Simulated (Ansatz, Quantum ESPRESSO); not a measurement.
# RbCdH3 (Pm-3m): zone-centre phonons, part 3 of 3

Aim: the zone-centre modes of RbCdH3 (Pm-3m).

Quantum ESPRESSO 8.0 development, patched; DFT LDA, scalar-relativistic, plane waves, PseudoDojo norm-conserving pseudopotentials.

So far. Step 5 (Linear response at Γ): The acoustic modes at Γ come out as far as 0.6 cm⁻¹ from zero, where they should vanish, a small numerical error. Step 6 (Modes with the sum rule): The rule moves no optical mode by more than 0.1 cm⁻¹.

The structure was built from a prototype and need not be the compound's stable phase.

## (8) A second program

A second program on the same cell, potentials, cutoff and meshes tests the implementation of the phonon response, not its convergence. Its k mesh is centred on Γ.

This step: DFT LDA, scalar-relativistic, plane waves, PseudoDojo norm-conserving pseudopotentials (Ansatz 0.2.0).

Contents of input.yaml:

```yaml
crystal:
  lattice:
    - [4.062574897, 0.0, 0.0]
    - [0.0, 4.062574897, 0.0]
    - [0.0, 0.0, 4.062574897]
  atoms:
    - { symbol: Rb, position: [0.0, 0.0, 0.0] }
    - { symbol: Cd, position: [0.5, 0.5, 0.5] }
    - { symbol: H, position: [0.5, 0.5, 0.0] }
    - { symbol: H, position: [0.5, 0.0, 0.5] }
    - { symbol: H, position: [0.0, 0.5, 0.5] }
kpoints:
  mp_grid: { grid: [8, 8, 8] }
hamiltonian:
  xc: lda
  pseudopotentials: { kind: nc, accuracy: standard }
scf:
  occupations: { method: cold, width: 0.27211 }
output:
  eigenvalues: true
basis:
  ecutwfc: 1387.781
phonons:
  method: dfpt
```

The run is started by

```console
ansatz run input.yaml --threads 4 --pin off --max-ram 16384MiB --backend cpu --events-out ev --progress --plain --runs-dir out
```

Output:

```text
zone centre: on kpoints.mp_grid the ground state, and the responses unless they are solved on pairs of k-points, stand on 125 of the mesh's 512 k-points, reduced under 8 symmetry operations, with k and −k counted as one. Each operation leaves every solved displacement unchanged or reverses it
Engine: ansatz 0.2.0, x86_64-unknown-linux-gnu
Pseudopotentials: kind: nc
Pseudopotential: Rb, nc, valence charge 9, recommended cutoff 571.439111 eV (normal), Rb.nc.azcp (PseudoDojo's, or run here from an input of PseudoDojo's; its table is named by hamiltonian.pseudopotentials.accuracy)
Pseudopotential: Cd, nc, valence charge 20, recommended cutoff 1387.780699 eV (normal), Cd.nc.azcp (PseudoDojo's, or run here from an input of PseudoDojo's; its table is named by hamiltonian.pseudopotentials.accuracy)
Pseudopotential: H, nc, valence charge 1, recommended cutoff 1006.821291 eV (normal), H.nc.azcp (PseudoDojo's, or run here from an input of PseudoDojo's; its table is named by hamiltonian.pseudopotentials.accuracy)
Functional definition: SPW92
  exchange = slater_x
  correlation = pw_c
Crystal: 5 atoms, lattice volume = 67.051 Å³
Basis set: ecut = 1387.781 eV, 7881 PW (Γ), exchange–correlation on 100×100×100 points (8 copies of the dense FFT grid, shifted against one another)
Bands: 21, of which v1, the nominal top of the filled ones, is band 16 counted from 1 (15 counted from 0)
Symmetry: 48 space group operations
k-points: 125 of 512 (irreducible under 8 space group operations)
Non-local potential: Rb, projectors of the file, l = 0: 2, l = 1: 2, l = 2: 2
Non-local potential: Cd, projectors of the file, l = 0: 2, l = 1: 2, l = 2: 2
Non-local potential: H, projectors of the file, l = 0: 2, l = 1: 1
Initial density: superposition of atomic densities (chi_scale 0.1, normalization cell, long waves kept (reshape's long-wave potential 0.00 eV rms))
Initial wavefunctions: pseudopotential atomic-orbital guess
Functional: x = slater, c = lda
SCF iter   1: F=—  HF=-5556.724020 eV  |F-HF|=—  |Δ(HF+E_count)|=         —  Δρ=8.48e-2  dr2=5.81e0  ethr=3.10e-3  ⟨swp⟩=6.1  Hψ=13206  notcnv=0
preconditioner: auto → Kerker (q_TF=auto, 2.412 Å⁻¹)  [metal: Δε(μ)=0.161 eV  Ē_g=11.515 eV  σ=0.272 eV  W_gap=0.43  n_scr=18 (ndim 8)  ℏωp=21.3 eV  f_vac=0.000  D(μ)=0.19/eV (n_scr^D=0)]
SCF iter   2: F=—  HF=-5555.112223 eV  |F-HF|=—  |Δ(HF+E_count)|=    1.61e0  S|Δr|=    0.00e0  Δρ=3.22e-2  dr2=9.61e-1  ethr=3.10e-3  ⟨swp⟩=2.4  Hψ=6046  notcnv=0  defer=96
SCF iter   3: F=—  HF=-5554.769020 eV  |F-HF|=—  |Δ(HF+E_count)|=   3.43e-1  S|Δr|=    0.00e0  Δρ=1.09e-2  dr2=1.38e-1  ethr=3.00e-3  ⟨swp⟩=1.7  Hψ=3764  notcnv=0  defer=108
SCF iter   4: F=—  HF=-5554.719556 eV  |F-HF|=—  |Δ(HF+E_count)|=   4.95e-2  S|Δr|=    0.00e0  Δρ=2.90e-3  dr2=8.80e-3  ethr=4.32e-4  ⟨swp⟩=2.0  Hψ=3798  notcnv=0  defer=105
SCF iter   5: F=—  HF=-5554.716074 eV  |F-HF|=—  |Δ(HF+E_count)|=   3.48e-3  S|Δr|=    0.00e0  Δρ=1.08e-3  dr2=9.39e-4  ethr=2.75e-5  ⟨swp⟩=2.3  Hψ=4918  notcnv=0  defer=108
SCF iter   6: F=—  HF=-5554.715730 eV  |F-HF|=—  |Δ(HF+E_count)|=   3.44e-4  S|Δr|=    0.00e0  Δρ=3.36e-4  dr2=4.13e-5  ethr=2.93e-6  ⟨swp⟩=3.0  Hψ=4555  notcnv=0  defer=108
SCF iter   7: F=—  HF=-5554.715747 eV  |F-HF|=—  |Δ(HF+E_count)|=   1.75e-5  S|Δr|=    0.00e0  Δρ=1.22e-4  dr2=3.02e-6  ethr=1.29e-7  ⟨swp⟩=2.5  Hψ=3730  notcnv=0  defer=108
SCF iter   8: F=—  HF=-5554.715161 eV  |F-HF|=—  |Δ(HF+E_count)|=   5.87e-4  S|Δr|=    0.00e0  Δρ=5.74e-6  dr2=1.40e-8  ethr=9.44e-9  ⟨swp⟩=2.7  Hψ=4572  notcnv=0  defer=108
SCF iter   9: F=—  HF=-5554.715161 eV  |F-HF|=—  |Δ(HF+E_count)|=   1.03e-8  S|Δr|=    0.00e0  Δρ=2.24e-6  dr2=9.46e-10  ethr=4.38e-11  ⟨swp⟩=2.0  Hψ=4456  notcnv=0  defer=108
SCF iter  10: F=—  HF=-5554.715161 eV  |F-HF|=—  |Δ(HF+E_count)|=  1.08e-10  S|Δr|=    0.00e0  Δρ=2.38e-7  dr2=2.45e-11  ethr=2.96e-12  ⟨swp⟩=2.0  Hψ=4232  notcnv=0  defer=108
SCF iter  11: F=-5554.715161 eV  HF=-5554.715161 eV  |F-HF|=9.09e-13  |Δ(HF+E_count)|=  1.46e-11  S|Δr|=    0.00e0  Δρ=6.44e-8  dr2=1.21e-12  ethr=1.00e-12  ⟨swp⟩=14.4  Hψ=17800  notcnv=0
SCF 1 converged in 11 iterations: F = -5554.715161 eV  dr2 = 1.21e-12
DFPT response loops at Γ: preconditioner auto → Kerker (q_TF=auto, 2.412 Å⁻¹) (partly filled bands, converged f_vac=0.001); β = 1.00, the filter's whole step (`scf.mixing.beta` (0.50) is not read by the response loops under this deck's `scf.mixing.preconditioner`; to damp them name `kerker` or `kerker_dos`, under which they read `scf.mixing.beta`, and type it under 1.00, their step now; both keys bind the ground state too); Broyden in place of MSR1
SCF converged after 11 iterations
Stability not checked: this state was not tested for a lower state beside it, because cold or Methfessel-Paxton smearing, or corrected tetrahedra, fill the levels in a way that the test cannot read (fill_not_monotonic; see scf.lower_state_search)
Free energy (F): -5554.715161 eV
Harris-Foulkes:  -5554.715161 eV  (|F-HF|=9.09e-13)
Internal energy: -5554.722595 eV  (E = F + TS)
E sigma→0 (E₀):  -5554.717639 eV
Entropy (-TS):   0.007434 eV (1.487 meV/atom)
Fermi energy:    7.643379 eV
Step filling:    the computed levels leave a gap of 0.0000 eV = 0.0 smearing widths at the electron count; against every level under it full and every level over it empty, smearing changes F+E_penalty+E_count by +4.477 meV and its σ→0 estimate by +1.999 meV
--- Per-component energies (eV) ---
  E_band       = -560.628336
  E_kinetic    = 1909.733627
  E_local      = -5471.587086  (includes V_loc(G=0)·N_el)
  E_nonlocal   = 65.260896
  E_hartree    = 1844.062950
  E_xc         = -874.491443
  E_vxc        = -752.161639  (∫ρ·V_xc dr)
  E_ewald      = -3027.701539
  E_smearing   = 0.007434  (= −TS)
  E_closure    = -0.000000  (closes the sum)
  Σ components = -5554.715161   (vs F -5554.715161, Δ=0.00e0)
--- Band table (eV; the first three rows and the last of 125) ---
  k-point 0: bands = [... 12 lower, -0.5322, 0.1183, 7.5462, 7.5462, 11.8593, 11.8593, 11.8593, 14.5080, ... 1 higher]
  k-point 1: bands = [... 12 lower, -0.5289, 0.3483, 7.0077, 7.6169, 11.7315, 11.7315, 11.9836, 13.9331, ... 1 higher]
  k-point 2: bands = [... 12 lower, -0.5205, 0.9421, 5.7600, 7.8102, 11.4261, 11.4261, 12.4991, 12.8889, ... 1 higher]
  k-point 124: bands = [... 12 lower, -0.4938, 3.8459, 3.8459, 3.8459, 6.4199, 13.8995, 13.8995, 13.8995, ... 1 higher]
--- Phonons (Γ-DFPT): 4 representative perturbations + reference, on 125 of 512 k-points (Σ response iterations 13) ---
  k mesh reduced under 8 symmetry operations, with k and −k counted as one. Each operation leaves every solved displacement unchanged or reverses it
  ASR residual: 3.661e-4 → 0.000e0 eV/Å²; symmetrization residual: 2.524e-6 eV/Å²
  ASR residual per site (eV/Å²): 8.23e-6 3.66e-4 3.20e-6 3.20e-6 3.20e-6
  Γ frequencies (cm⁻¹): 0.00 0.00 0.00 104.87 104.87 104.87 513.22 513.22 513.22 639.68 639.68 639.68 1079.58 1079.58 1079.58
  non-analytic LO–TO correction: not included (Born effective charges unavailable; polar crystals: no LO–TO splitting at Γ)
```

The job ended after 57 s (4 threads of Intel Xeon Platinum 8488C (Sapphire Rapids), shared host; peak memory 2.6 GiB; 3.7 min of CPU time).

Read from the output:

```
sum-rule residual before enforcement : 3.66e-4 eV/Å²
lowest optical zone-centre mode      : 104.9 cm⁻¹
```

## (9) Side by side: QE PseudoDojo and Ansatz, PseudoDojo

Worked out from the results:

```
root-mean-square difference : 0.12 cm⁻¹
largest difference          : 0.23 cm⁻¹
```

The 12 of 12 modes that differ most. Frequencies side by side:

```tsv
q (reciprocal lattice)	mode	QE PseudoDojo (cm⁻¹)	Ansatz, PseudoDojo (cm⁻¹)
0 0 0	4	104.8	104.9
0 0 0	5	104.8	104.9
0 0 0	6	104.8	104.9
0 0 0	7	513.3	513.2
0 0 0	8	513.3	513.2
0 0 0	9	513.3	513.2
0 0 0	10	639.7	639.7
0 0 0	11	639.7	639.7
0 0 0	12	639.7	639.7
0 0 0	13	1080	1080
0 0 0	14	1080	1080
0 0 0	15	1080	1080
```

At the zone centre the largest difference (acoustic modes at Γ apart) is 0.02 % of the highest mode.

## (10) Results

| Item | Value |
| --- | --- |
| space group after relaxation | Pm-3m |
| volume per atom | 13.4 Å³ |
| highest optical zone-centre mode (no LO-TO term) | 1080 cm⁻¹ |
| lowest optical zone-centre mode | 104.8 cm⁻¹ |
| imaginary optical modes at the zone centre (no q mesh in this session) | none |
| largest difference from Ansatz, PseudoDojo | 0.23 cm⁻¹ |

In words: At the LDA level the optical modes of RbCdH3 (Pm-3m) at the zone centre run from 105 to 1080 cm⁻¹. Of the 12 optical modes, 9 are infrared active alone and 3 are silent. QE PseudoDojo and Ansatz, PseudoDojo agree to 0.23 cm⁻¹ (0.02 % of the highest mode compared) on all solved modes but the acoustic ones at Γ, without the LO-TO term. These are harmonic frequencies at zero temperature: anharmonic shifts and linewidths and thermal expansion are left out. In a metal the frequencies hang on the k mesh and the smearing, most of all near Kohn anomalies. The build is a development version in which the Raman tensors of release 7.5 are mended; dynmat.x leaves out the electro-optic term of LO lines. The structure is a hypothetical one, built on a prototype.

[Host names and launcher messages were left out of these logs when they were recorded.]

[Logs are printed without paths, hosts, clocks, repeated set-up lines and the standing remarks that a program may print on its own settings, such as how far it seeks lower states.]

[Hosts, paths, dates, database ids (printed as entryN), source tags and the programs' standing remarks are cut or masked in the printed files.]
